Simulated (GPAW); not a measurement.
## STM contrast on Nb2N(OH)2 MXene monolayer

Aim: Tersoff-Hamann images of Nb2N(OH)2 MXene monolayer at several biases.

Method: GPAW, PAW setups; layer in a repeated cell with vacuum, relaxation of atoms and in-plane cell, in the first sound run; inputs show where later runs differ, in GPAW 26.7.0.

### 1. The starting structure

The cell holds 7 atoms: 2 H, 2 O, 2 Nb and 1 N. Cell: a = 3.079 Å, b = 3.079 Å, c = 24.758 Å, α = 90.0°, β = 90.0°, γ = 120.0°. Vacuum lies along c.

### 2. Relaxing the atoms

The atoms are relaxed first, since the surface dipole, and with it the work function, follows the positions of the outer layers.

The input, run.py:

```python
import json
import numpy as np
from ase import Atoms
from ase.filters import FrechetCellFilter
from ase.optimize import BFGS
from gpaw import GPAW, PW

slab = Atoms(
    ['H', 'O', 'Nb', 'N', 'Nb', 'O', 'H'],
    positions=[
        [-0.00000, 1.77771, 9.00000],
        [-0.00000, 1.77771, 9.98000],
        [1.53954, 0.88885, 11.16417],
        [0.00000, 0.00000, 12.37909],
        [-0.00000, 1.77771, 13.59401],
        [1.53954, 0.88885, 14.77818],
        [1.53954, 0.88885, 15.75818]],
    cell=[[3.07908, 0.0, 0.0], [-1.53954, 2.66656, 0.0], [0.0, 0.0, 24.7582]],
    pbc=[True, True, True])

slab.calc = GPAW(mode=PW(600), xc='PBE', kpts={'size': (12, 12, 1), 'gamma': True},
                 occupations={'name': 'fermi-dirac', 'width': 0.05}, nbands='160%',
                 convergence={'density': 1e-05}, maxiter=200,
                 symmetry={'tolerance': 1e-3}, txt='slab.txt')
result = {}
# The in-plane cell is free; stress needs a cell that repeats along all three vectors
path = []
opt = BFGS(FrechetCellFilter(slab, mask=[1, 1, 0, 0, 0, 1]), maxstep=0.2)
opt.attach(lambda: path.append((slab.get_potential_energy(), slab.positions.tolist(), slab.get_forces().tolist())))
result['relaxed'] = bool(opt.run(fmax=0.02, steps=45))
result['path'] = path
result['cell'] = slab.cell.tolist()
print('in-plane lattice', slab.cell.cellpar().round(4)[[0, 1, 5]])
energy = slab.get_potential_energy()
fermi = slab.calc.get_fermi_level()
v = slab.calc.get_electrostatic_potential().mean((0, 1)) - fermi
n = slab.calc.get_pseudo_density().mean((0, 1))
L = slab.cell[2, 2]
z = np.arange(len(v)) * L / len(v)
low, high = slab.positions[:, 2].min(), slab.positions[:, 2].max()
below, above = np.interp([low - 6.8, high + 6.8], z, v)
slopes = [np.interp(x, z, np.gradient(v, z)) for x in (low - 6.8, high + 6.8)]
eps = np.array([[slab.calc.get_eigenvalues(k, s) for k in range(len(slab.calc.get_ibz_k_points()))]
                for s in range(slab.calc.get_number_of_spins())]) - fermi
top, bottom = eps[eps < 0].max(), eps[eps > 0].min()
dipole = slab.get_dipole_moment()[2]
print(f'energy {energy:.4f} eV, Fermi level {fermi:.4f} eV, dipole {dipole:.5f} e A')
print(f'potential 6.8 A off the faces, from the Fermi level: lower {below:.4f} eV, upper {above:.4f} eV')
print(f'slope of the potential there: lower {slopes[0]:.5f}, upper {slopes[1]:.5f} eV/A')
print(f'nearest levels on the mesh: {top:.4f} and {bottom:.4f} eV')
print('magnetic moment', round(slab.get_magnetic_moment(), 3))
result.update(energy=energy, fermi=fermi, dipole=dipole, below=below, above=above, slopes=slopes, edges=[top, bottom],
              z=z.tolist(), v=v.tolist(), n=n.tolist(), positions=slab.positions.tolist(),
              forces=slab.get_forces(apply_constraint=False).tolist(), moments=slab.get_magnetic_moments().tolist())
json.dump(result, open('result.json', 'w'))
```

The run is started by

```bash
OMP_NUM_THREADS=1 OPENBLAS_NUM_THREADS=1 python run.py
```

What it wrote:

```text
Step          Energy          fmax
BFGS:    0      -52.975696        2.657201
BFGS:    1      -53.217708        1.375910
BFGS:    2      -53.470069        1.265954
BFGS:    3      -52.416707        6.165320
BFGS:    4      -53.574865        0.667569
BFGS:    5      -53.593917        0.613513
BFGS:    6      -53.670649        0.438582
BFGS:    7      -53.736791        0.542106
BFGS:    8      -53.768973        0.365648
BFGS:    9      -53.788764        0.299298
BFGS:   10      -53.812520        0.324285
BFGS:   11      -53.845743        0.396326
BFGS:   12      -53.874305        0.416390
BFGS:   13      -53.885326        0.165497
BFGS:   14      -53.884761        0.020321
BFGS:   15      -53.884538        0.001755
in-plane lattice [  3.2094   3.2094 120.    ]
energy -53.8739 eV, Fermi level 1.4785 eV, dipole -0.00031 e A
potential 6.8 A off the faces, from the Fermi level: lower 2.5272 eV, upper 2.5284 eV
slope of the potential there: lower -0.00109, upper 0.00055 eV/A
nearest levels on the mesh: -0.0083 and 0.0141 eV
magnetic moment 0.0
```

It took 17 min on 1 thread of Intel Xeon Platinum 8488C (Sapphire Rapids), shared host; peak memory 0.64 GiB.

This step gave:

| Property | Result |
| --- | --- |
| dipole along the normal | -3.09e-4 e·Å |
| levels nearest the Fermi level on the mesh | -0.008285, 0.01415 eV from the Fermi level |

The electrostatic potential energy of an electron (without an applied field's), less the Fermi level, planar mean oscillates, so the rows of the table below give means over windows of 1.59 Å about each position, cut where the curve ends. Its maxima inside the range that stand out by 2 % of the span (Å: eV): 9.4: -0.563, 10.4: -6.75, 12.0: -12.6, 12.7: -12.6, 14.3: -6.75, 15.4: -0.558. Its minima: 9.0: -1.39, 10.0: -10.5, 11.3: -23.6, 12.4: -16.2, 13.4: -23.6, 14.8: -10.5, 15.7: -1.39.

The electrostatic potential energy of an electron (without an applied field's), less the Fermi level, planar mean by z; means over each step:

```tsv
z (Å)	electrostatic potential energy of an electron (without an applied field's), less the Fermi level, planar mean (eV)
0.80	2.53
2.39	2.53
3.98	2.52
5.57	2.48
7.16	2.11
8.75	-0.0478
10.34	-9.68
11.93	-17.0
13.52	-16.4
15.11	-4.61
16.70	1.19
18.29	2.36
19.88	2.51
21.47	2.53
23.06	2.53
24.65	2.53
```

The pseudo valence density, planar mean oscillates, so the rows of the table below give means over windows of 1.24 Å about each position, cut where the curve ends. Its maxima inside the range that stand out by 2 % of the span (Å: e/Å³): 10.1: 0.855, 11.3: 1.38, 12.4: 0.825, 13.4: 1.38, 14.7: 0.855. Its minima: 10.6: 0.486, 12.0: 0.782, 12.7: 0.782, 14.1: 0.486.

Pseudo valence density, planar mean against z; means over each step:

```tsv
z (Å)	pseudo valence density, planar mean (e/Å³)
4.34	9.0e-5
5.58	5.1e-4
6.82	0.00225
8.06	0.0158
9.30	0.307
10.54	0.723
11.78	0.999
13.02	1.01
14.26	0.710
15.50	0.284
16.74	0.0142
17.98	0.00215
19.22	4.8e-4
20.46	8.5e-5
```

The relaxation lowered the energy of the cell by 0.912 eV (energies extrapolated to zero smearing; the optimiser's log prints free energies). The largest force left on a free atom is 0.0018 eV/Å.

### 3. Plane waves, PBE

The work function is the vacuum plateau of the electrostatic potential less the Fermi level; a dipole layer lets the two faces have plateaus of their own.

This step: GPAW, PAW setups; slab in vacuum (GPAW 26.7.0).

The cell differs from the one that the last finished run ended in (c 24.758 → 24.708 Å).

The input, run.py:

```python
import json
import numpy as np
from ase import Atoms
from ase.dft.stm import STM
from gpaw import GPAW, PW

slab = Atoms(
    ['H', 'O', 'Nb', 'N', 'Nb', 'O', 'H'],
    positions=[
        [-0.00000, 1.85296, 9.00000],
        [-0.00000, 1.85296, 9.98019],
        [1.60470, 0.92647, 11.30214],
        [0.00000, -0.00000, 12.35422],
        [-0.00000, 1.85296, 13.40629],
        [1.60470, 0.92647, 14.72824],
        [1.60470, 0.92647, 15.70843]],
    cell=[[3.20941, 0.0, 0.0], [-1.6047, 2.77943, 0.0], [0.0, 0.0, 24.7084]],
    pbc=[True, True, False])

slab.calc = GPAW(mode=PW(500), xc='PBE', kpts={'size': (12, 12, 1), 'gamma': True},
                 occupations={'name': 'fermi-dirac', 'width': 0.05}, nbands='160%',
                 convergence={'density': 1e-05}, maxiter=200,
                 poissonsolver={'dipolelayer': 'xy'},
                 symmetry={'tolerance': 1e-3}, txt='slab.txt')
result = {}
energy = slab.get_potential_energy()
fermi = slab.calc.get_fermi_level()
v = slab.calc.get_electrostatic_potential().mean((0, 1)) - fermi
n = slab.calc.get_pseudo_density().mean((0, 1))
L = slab.cell[2, 2]
z = np.arange(len(v)) * L / len(v)
low, high = slab.positions[:, 2].min(), slab.positions[:, 2].max()
below, above = np.interp([low - 6.8, high + 6.8], z, v)
slopes = [np.interp(x, z, np.gradient(v, z)) for x in (low - 6.8, high + 6.8)]
eps = np.array([[slab.calc.get_eigenvalues(k, s) for k in range(len(slab.calc.get_ibz_k_points()))]
                for s in range(slab.calc.get_number_of_spins())]) - fermi
top, bottom = eps[eps < 0].max(), eps[eps > 0].min()
dipole = slab.get_dipole_moment()[2]
print(f'energy {energy:.4f} eV, Fermi level {fermi:.4f} eV, dipole {dipole:.5f} e A')
print(f'potential 6.8 A off the faces, from the Fermi level: lower {below:.4f} eV, upper {above:.4f} eV')
print(f'slope of the potential there: lower {slopes[0]:.5f}, upper {slopes[1]:.5f} eV/A')
print(f'nearest levels on the mesh: {top:.4f} and {bottom:.4f} eV')
print('magnetic moment', round(slab.get_magnetic_moment(), 3))
result.update(energy=energy, fermi=fermi, dipole=dipole, below=below, above=above, slopes=slopes, edges=[top, bottom],
              z=z.tolist(), v=v.tolist(), n=n.tolist(), positions=slab.positions.tolist(),
              forces=slab.get_forces(apply_constraint=False).tolist(), moments=slab.get_magnetic_moments().tolist())

# Images need the states of the whole zone, up to time reversal
slab.calc = slab.calc.fixed_density(symmetry={'point_group': False}, txt='states.txt', nbands='250%',
                                    convergence={'bands': 'CBM+1.8'})
stm = STM(slab)
result['stm'] = []
for bias in [-2.0, -1.0, 1.5]:
    height = high + 3.0
    current = stm.get_averaged_current(bias, height)
    x, y, h = stm.scan(bias, current)
    i, f = divmod(height / L * stm.ldos.shape[2], 1)
    I = abs((1 - f) * stm.ldos[:, :, int(i)] + f * stm.ldos[:, :, int(i) + 1])
    print(f'bias {bias} V: mean current at 3.0 A {current:.4e}, corrugation {np.ptp(h):.4f} A')
    result['stm'].append(dict(bias=bias, current=current, h=(h - high).tolist(), I=I.tolist()))
json.dump(result, open('result.json', 'w'))
```

What it wrote:

```text
energy -52.7432 eV, Fermi level 1.4779 eV, dipole 0.00054 e A
potential 6.8 A off the faces, from the Fermi level: lower 2.5499 eV, upper 2.5394 eV
slope of the potential there: lower -0.00032, upper 0.00032 eV/A
nearest levels on the mesh: -0.0101 and 0.0135 eV
magnetic moment 0.0
bias -2.0 V: mean current at 3.0 A 4.4867e-04, corrugation 0.0418 A
bias -1.0 V: mean current at 3.0 A 4.4727e-04, corrugation 0.0417 A
bias 1.5 V: mean current at 3.0 A 1.9331e-03, corrugation 0.0524 A
```

Elapsed: 4.7 min, on 1 thread; peak memory 0.86 GiB.

This step gave:

* dipole along the normal: 5.45e-4 e·Å
* levels nearest the Fermi level on the mesh: -0.01014, 0.01348 eV from the Fermi level
* upper work function: 2.539 eV
* lower work function: 2.550 eV
* corrugation -2: 0.04176 Å
* corrugation -1: 0.04168 Å
* corrugation 1.5: 0.05241 Å

The electrostatic potential energy of an electron (without an applied field's), less the Fermi level, planar mean oscillates, so the rows of the table below give means over windows of 1.54 Å about each position, cut where the curve ends. Its maxima inside the range that stand out by 2 % of the span (Å: eV): 9.3: -0.547, 10.4: -6.77, 12.0: -12.7, 12.7: -12.7, 14.3: -6.77, 15.4: -0.557. Its minima: 9.0: -1.37, 10.0: -10.5, 11.3: -23.6, 12.4: -16.3, 13.4: -23.6, 14.7: -10.5, 15.7: -1.38.

Table of electrostatic potential energy of an electron (without an applied field's), less the Fermi level, planar mean by z; means over each step:

z (Å), electrostatic potential energy of an electron (without an applied field's), less the Fermi level, planar mean (eV) and a bar from the least value:
```
     0.77        2.5 ##############################
     2.31        2.5 ##############################
     3.85        2.5 ##############################
     5.39        2.5 ##############################
     6.93        2.2 ##############################
     8.47        0.4 ###########################
    10.01       -6.6 #################
    11.55      -17.7 
    13.09      -17.8 
    14.63       -7.1 ################
    16.17        0.2 ###########################
    17.71        2.2 #############################
    19.25        2.5 ##############################
    20.79        2.5 ##############################
    22.33        2.5 ##############################
    23.87        2.5 ##############################
```

The pseudo valence density, planar mean oscillates, so the rows of the table below give means over windows of 1.35 Å about each position, cut where the curve ends. Its maxima inside the range that stand out by 2 % of the span (Å: e/Å³): 10.0: 0.858, 11.4: 1.35, 12.4: 0.822, 13.3: 1.35, 14.7: 0.858. Its minima: 10.6: 0.488, 12.0: 0.780, 12.7: 0.780, 14.1: 0.488.

Table of pseudo valence density, planar mean by z; means over each step:

```tsv
z (Å)	pseudo valence density, planar mean (e/Å³)
3.38	2.3e-5
4.73	1.7e-4
6.08	0.00100
7.43	0.00492
8.78	0.109
10.13	0.623
11.48	1.01
12.83	0.961
14.18	0.752
15.53	0.266
16.88	0.0104
18.23	0.00162
19.58	3.0e-4
20.93	4.3e-5
```

Tip height over the top atom over a1 and a2. Sample bias -2 V, constant current at the mean current 3.0 Å over the top atom.

Values in Å, 12 rows by 16 columns, each cell a mean:
```
3.001 2.997 2.995 2.992 2.992 2.994 2.997 2.997 2.997 2.996 2.993 2.991 2.993 2.995 2.998 3.001
2.996 2.994 2.991 2.990 2.991 2.994 2.994 2.994 2.995 2.993 2.990 2.990 2.993 2.995 2.997 2.998
2.996 2.992 2.991 2.992 2.993 2.996 2.997 2.995 2.993 2.992 2.991 2.992 2.995 2.997 2.998 2.998
2.996 2.994 2.994 2.994 2.997 3.001 3.001 2.996 2.994 2.994 2.994 2.997 3.000 3.000 3.000 3.000
2.999 2.997 2.995 2.994 2.997 2.998 2.995 2.994 2.997 2.999 3.001 3.004 3.005 3.005 3.005 3.003
2.999 2.997 2.995 2.994 2.994 2.994 2.995 2.997 2.999 3.002 3.007 3.011 3.012 3.011 3.007 3.003
2.999 2.996 2.993 2.992 2.992 2.994 2.998 3.001 3.004 3.011 3.018 3.023 3.022 3.015 3.008 3.003
2.997 2.992 2.990 2.990 2.991 2.995 3.000 3.005 3.010 3.019 3.027 3.028 3.023 3.014 3.008 3.003
2.996 2.993 2.992 2.993 2.995 2.999 3.003 3.008 3.015 3.022 3.025 3.022 3.015 3.008 3.004 3.000
2.996 2.995 2.995 2.996 2.998 3.000 3.003 3.008 3.012 3.015 3.015 3.012 3.007 3.003 3.000 2.998
3.000 3.000 2.998 2.997 2.998 3.000 3.003 3.005 3.005 3.005 3.005 3.004 3.001 2.999 2.997 2.998
3.005 3.002 2.998 2.996 2.997 2.998 3.000 3.001 3.000 3.001 3.000 2.998 2.997 2.997 2.997 3.001
```
Columns: a1 from 0 to 0.944; rows upwards: a2 from 0 to 0.944.

Local density of states summed over the bias window over a1 and a2. Sample bias -2 V, constant height 3.0 Å over the top atom.

Ten even steps from '_' (4.42 × 1e-4 arbitrary) to '@' (4.67 × 1e-4 arbitrary):
```
--::....____..::::::::..____....::--
::....______..........______....::::
....______............______........
..________..........________..::::::
..____......::::......____..::::::::
::........::--::........::::--::--::
::::......::::......::::------------
::::..............::::--==========--
::::............::::--==++****++==--
::::....__....::::--==**######**==--
::..________..::--==**##@@@@##**==--
::__________::--==++##@@@@@@##++==--
..________..::--==**##@@@@##**==--::
..........::----==**######**==----::
........::::::--==++****++==--::::::
::::::..::::----==========----::::..
----::..::::::------------::::::..::
==--::......::::::::::::::......::--
```
Columns: a1 from 0 to 0.944; rows upwards: a2 from 0 to 0.944.

Tip height over the top atom over a1 and a2. Sample bias -1 V, constant current at the mean current 3.0 Å over the top atom.

Values in Å, 12 rows by 16 columns, each cell a mean:
```
3.001 2.998 2.995 2.992 2.992 2.994 2.997 2.997 2.997 2.996 2.993 2.991 2.993 2.995 2.999 3.001
2.997 2.994 2.991 2.990 2.991 2.994 2.994 2.994 2.995 2.993 2.990 2.990 2.993 2.996 2.997 2.998
2.996 2.992 2.991 2.992 2.994 2.996 2.997 2.995 2.994 2.992 2.991 2.992 2.995 2.997 2.998 2.998
2.996 2.994 2.994 2.994 2.997 3.001 3.001 2.996 2.994 2.994 2.994 2.997 3.000 3.000 3.000 3.000
2.999 2.997 2.995 2.994 2.997 2.998 2.995 2.994 2.997 2.999 3.001 3.004 3.005 3.004 3.005 3.003
2.999 2.997 2.995 2.994 2.995 2.994 2.995 2.997 2.999 3.002 3.007 3.010 3.011 3.010 3.007 3.003
2.999 2.996 2.993 2.992 2.992 2.994 2.998 3.001 3.004 3.010 3.018 3.023 3.021 3.015 3.008 3.003
2.997 2.992 2.990 2.990 2.991 2.995 3.000 3.005 3.010 3.019 3.026 3.028 3.023 3.014 3.008 3.003
2.996 2.993 2.992 2.993 2.995 2.999 3.003 3.007 3.014 3.022 3.025 3.022 3.015 3.008 3.004 3.000
2.997 2.995 2.996 2.997 2.998 3.000 3.003 3.007 3.012 3.015 3.015 3.012 3.007 3.003 3.000 2.998
3.000 3.000 2.998 2.997 2.998 3.000 3.003 3.005 3.005 3.005 3.005 3.004 3.001 2.999 2.997 2.998
3.005 3.002 2.998 2.997 2.997 2.998 3.000 3.001 3.000 3.001 3.000 2.998 2.997 2.997 2.998 3.001
```
Columns: a1 from 0 to 0.944; rows upwards: a2 from 0 to 0.944.

Local density of states summed over the bias window over a1 and a2. Sample bias -1 V, constant height 3.0 Å over the top atom.

Ten even steps from '_' (4.40 × 1e-4 arbitrary) to '@' (4.65 × 1e-4 arbitrary):
```
--::....____..::::::::..____....::--
::....______..........______....::::
....______............______....::::
..________..........________..::::::
..____......::::......____..::::::::
::........::--::........::::--::--::
::::......::::......::::------------
::::..............::::--==========--
::::............::::--==++****++==--
::::....__....::::--==++######++==--
::..________..::--==++##@@@@##++==--
::__________::--==++##@@@@@@##++==--
..________..::--==**##@@@@##**==--::
..........::----==**######**==----::
........::::::--==++++++++==--::::::
::::::::::::----==========----::::::
----::::::::::------------::::::::::
==--::......::::::::::::::......::--
```
Columns: a1 from 0 to 0.944; rows upwards: a2 from 0 to 0.944.

(Continued in part 2 of 2.)

[Logs are printed without paths, hosts, clocks, repeated set-up lines and the standing remarks that a program may print on its own settings, such as how far it seeks lower states.]

[Hosts, paths, dates, database ids (printed as entryN), source tags and the programs' standing remarks are cut or masked in the printed files.]
